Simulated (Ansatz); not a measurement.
# WSe2 (P6_3/mmc): the dielectric response by several routes, part 2 of 2

Aim: the electronic dielectric constant of WSe2 (P6_3/mmc) by perturbation theory, a sum over states and the RPA step of G0W0.

Ansatz 0.2.0; linear response on PBE, plane waves, PAW. Known limits of the many-body steps: not at the basis limit; no spin-orbit coupling; coarse k mesh.

So far. Step 2 (Response to a homogeneous field): One over ε∞ averages 0.09, well under the quarter of exact exchange in PBE0, which by this rule of thumb may open the gap too far. Step 3 (Independent-particle spectrum): The sum gives ε∞ = 15.90 and 10.72 without local fields.

The database entry behind the starting cell differs from later determinations by our own check (a about 0.2 % long), so it need not match the best structure at ambient conditions.

### Step 3. Independent-particle spectrum (continued)

Level of this step: independent-particle optics on PBE, plane waves, PAW (Ansatz).

Independent particles, no local fields, Gaussian width 0.2 eV. Table of loss function by photon energy; read off at these points:

```
photon energy (eV)    xx=yy       zz
              1.00        0        0
              1.50  0.00293   9.5e-6
              2.00   0.0133  0.00101
              2.50   0.0258   0.0204
              3.00   0.0362   0.0356
              3.50   0.0559   0.0264
              4.00   0.0488   0.0244
              4.50   0.0662   0.0358
              5.00   0.0843   0.0477
              5.50   0.0771   0.0465
              6.00   0.0929   0.0846
              6.50    0.102    0.118
              7.00    0.149    0.127
              7.50    0.197   0.0987
              8.00    0.188   0.0944
              8.50    0.206   0.0991
              9.00    0.233    0.129
              9.50    0.300    0.123
             10.00    0.202    0.124
             10.50    0.194    0.111
             11.00    0.178    0.132
             11.50    0.214    0.136
             12.00    0.228    0.163
             12.50    0.293    0.243
             13.00    0.272    0.277
             13.50    0.356    0.325
             14.00    0.315    0.392
             14.50    0.348    0.282
             15.00    0.405    0.311
             15.50    0.491    0.312
             16.00    0.460    0.312
             16.50    0.534    0.333
             17.00    0.561    0.448
             17.50    0.590    0.427
             18.00    0.692    0.667
             18.50    0.854    0.730
             19.00     1.08     1.17
             19.50     1.42     1.56
             20.00     1.82     1.77
             20.50     2.29     2.46
             21.00     3.21     3.34
             21.50     3.64     3.82
             22.00     3.86     4.37
             22.30     4.11     4.58
             22.40     4.14     4.45
             22.50     4.12     4.26
             23.00     3.84     3.98
             23.50     2.97     3.78
             24.00     2.34     3.19
             24.50     1.64     1.96
             25.00     1.53     1.73
```

### Step 4. RPA screening from the G0W0 run

Now the one-shot GW correction: screening in the RPA, then the self-energy of the levels asked for.

This step: G0W0 on PBE, plane waves, PAW.

The input, input.yaml:

```yaml
crystal:
  lattice:
    - [3.29, 0.0, 0.0]
    - [-1.645, 2.8492235785, 0.0]
    - [0.0, 0.0, 12.97]
  atoms:
    - { symbol: W, position: [0.3333333333, 0.6666666667, 0.25] }
    - { symbol: W, position: [0.6666666667, 0.3333333333, 0.75] }
    - { symbol: Se, position: [0.3333333333, 0.6666666667, 0.621] }
    - { symbol: Se, position: [0.6666666667, 0.3333333333, 0.121] }
    - { symbol: Se, position: [0.3333333333, 0.6666666667, 0.879] }
    - { symbol: Se, position: [0.6666666667, 0.3333333333, 0.379] }
kpoints:
  mp_grid: { grid: [6, 6, 2] }
hamiltonian:
  xc: pbe
scf:
  occupations: { method: fixed }
gw:
  n_empty_bands: 780
  ecut_chi: 200.0
  qp_bands: [v2, c2]
  qp_kpoints: band_edges
  screening: { model: contour_deformation }
```

Command:

```bash
$ ansatz run input.yaml --threads 3 --pin off --max-ram 92160MiB --backend cuda --events-out ev --progress --plain --runs-dir out --devices 1 --max-vram 13GiB  # rebuilt from the run's record
```

Numbers of over 12 decimals in the logs are rounded to 6 here.

The program printed:

```text
GPUs: using 1 of 1 available (devices: 1).
[...]
GPU FFT provider: cuFFT
GPU libraries: cuBLAS 13.8.2, cuFFT 12.4.0, cuSOLVER 12.3.4
Crystal: 6 atoms, lattice volume = 121.580 Å³
Basis set: ecut = 420 eV, 2419 PW (Γ)
Bands: 56, of which v1, the nominal top of the filled ones, is band 46 counted from 1 (45 counted from 0)
Symmetry: 24 space group operations
[...]
k-points: 14 of 72
[...]
1    48     15.6022   -13.8250    -4.2852   -18.1422  0.7544    15.6343    15.6342  root
[...]
13    45     12.6187   -18.3733     0.2750   -17.7227  0.7512    12.2414    12.2431  root
    13    46     12.6187   -18.3733     0.2750   -17.7227  0.7512    12.2414    12.2431  root
    13    47     14.2841   -15.5713    -4.0707   -19.6909  0.7435    14.3332    14.3331  root
    13    48     14.2841   -15.5713    -4.0707   -19.6909  0.7435    14.3332    14.3331  root
[key lines of the parts left out:]
SCF converged after 6 iterations
Free energy (F): -42649.206099 eV
Fermi energy:    12.956967 eV
```

Run time: 60 s. Hardware: 1 × NVIDIA H100 80GB HBM3 (shared by 6 runs) with 3 threads of AMD EPYC 7R13 (Zen 3), shared host; peak memory 3.1 GiB.

This step gave:

- bands summed: 826
- RPA ε∞ on this mesh (eigenvalues): 7.117, 15.25, 15.25
- plane waves in the screening matrix: 773
- G0W0 gap on the mesh: 1.295 eV
- k of the valence top: 0, 0, 0
- k of the conduction bottom: 0.1667, 0.1667, 0
- starting gap on the mesh: 0.9758 eV
- least direct G0W0 gap on the computed points: 1.941 eV

The gap on the mesh goes from 0.98 eV to 1.30 eV, a correction of +0.32 eV. Between the two edge states, bare exchange in place of the xc potential would open the gap by 4.35 eV, and correlation takes back 4.03 eV.

Mean over the mesh in bins of 0.25 1/Å. The static inverse dielectric function, diagonal by length of q+G:

```
length of q+G (Å⁻¹)  static inverse dielectric function, diagonal
               0.34                                         0.113
               0.52                                         0.142
               1.01                                         0.263
               1.28                                         0.348
               1.52                                         0.419
               2.01                                         0.555
               2.25                                         0.615
               2.51                                         0.668
               3.00                                         0.751
               3.26                                         0.785
               3.51                                         0.814
               4.00                                         0.864
               4.25                                         0.886
               4.50                                         0.905
               5.00                                         0.933
               5.25                                         0.943
               5.50                                         0.952
               6.00                                         0.966
               6.25                                         0.972
               6.50                                         0.977
               7.00                                         0.984
               7.19                                         0.986
```

### Step 5. The values together

Times are wall times on 1 × NVIDIA H100 80GB HBM3 (shared by 6 runs) with 3 threads of AMD EPYC 7R13 (Zen 3), shared host, good to a factor of about two.

```
                                          method                            mesh  ε∞, low  middle   high   mean  time
perturbation theory (local fields and xc kernel)  9×9×2 (response on 200 points)     7.37   15.24  15.24  12.62  42 s
               sum over states (no local fields)                         12×12×2    10.72   15.90  15.90  14.17  53 s
           RPA with local fields, on the GW mesh                           6×6×2     7.12   15.25  15.25  12.54  60 s
```

### Step 6. Summary of results

* perturbation theory (local fields and xc kernel): 7.37, 15.24, 15.24
* sum over states (no local fields): 10.72, 15.90, 15.90
* RPA with local fields, on the GW mesh: 7.12, 15.25, 15.25

Mean Born effective charge: W1 -1.09, Se3 0.55 e. Distinct peaks of the ε₂ (xx=yy) stand at 3.0 and 4.2 eV; the one at 3 eV is strongest. The loss function (xx=yy) has its highest peak at 22.4 eV. The sum without local fields gives 14.17 in the mean against 12.62 by perturbation theory; local fields lower ε∞ and the xc kernel gives part of it back, though the sum also carries the error of its own mesh. The RPA values on the 6×6×2 mesh average 0.99 times those of perturbation theory (means 12.54 and 12.62, which can hide unlike anisotropies). Without the xc kernel RPA should lie a little lower, and the mean does, by little. PBE usually puts the gap too low, which tends to raise ε∞. Ions are clamped, so the lattice part of the static constant is not in these numbers.

[Paths, hosts, dates, memory and timing lines, banners, echoed tables and standing remarks are left out of the program output.]

[Logs are printed without paths, hosts, clocks, repeated set-up lines and the standing remarks that a program may print on its own settings, such as how far it seeks lower states.]

[Runs of the session that timed out or met a known fault of the program may be left out.]

[Cells called generated may have been cut or substituted from an entry of the Crystallography Open Database or the Materials Project.]

[Hosts, paths, dates, database ids (printed as entryN), source tags and the programs' standing remarks are cut or masked in the printed files.]
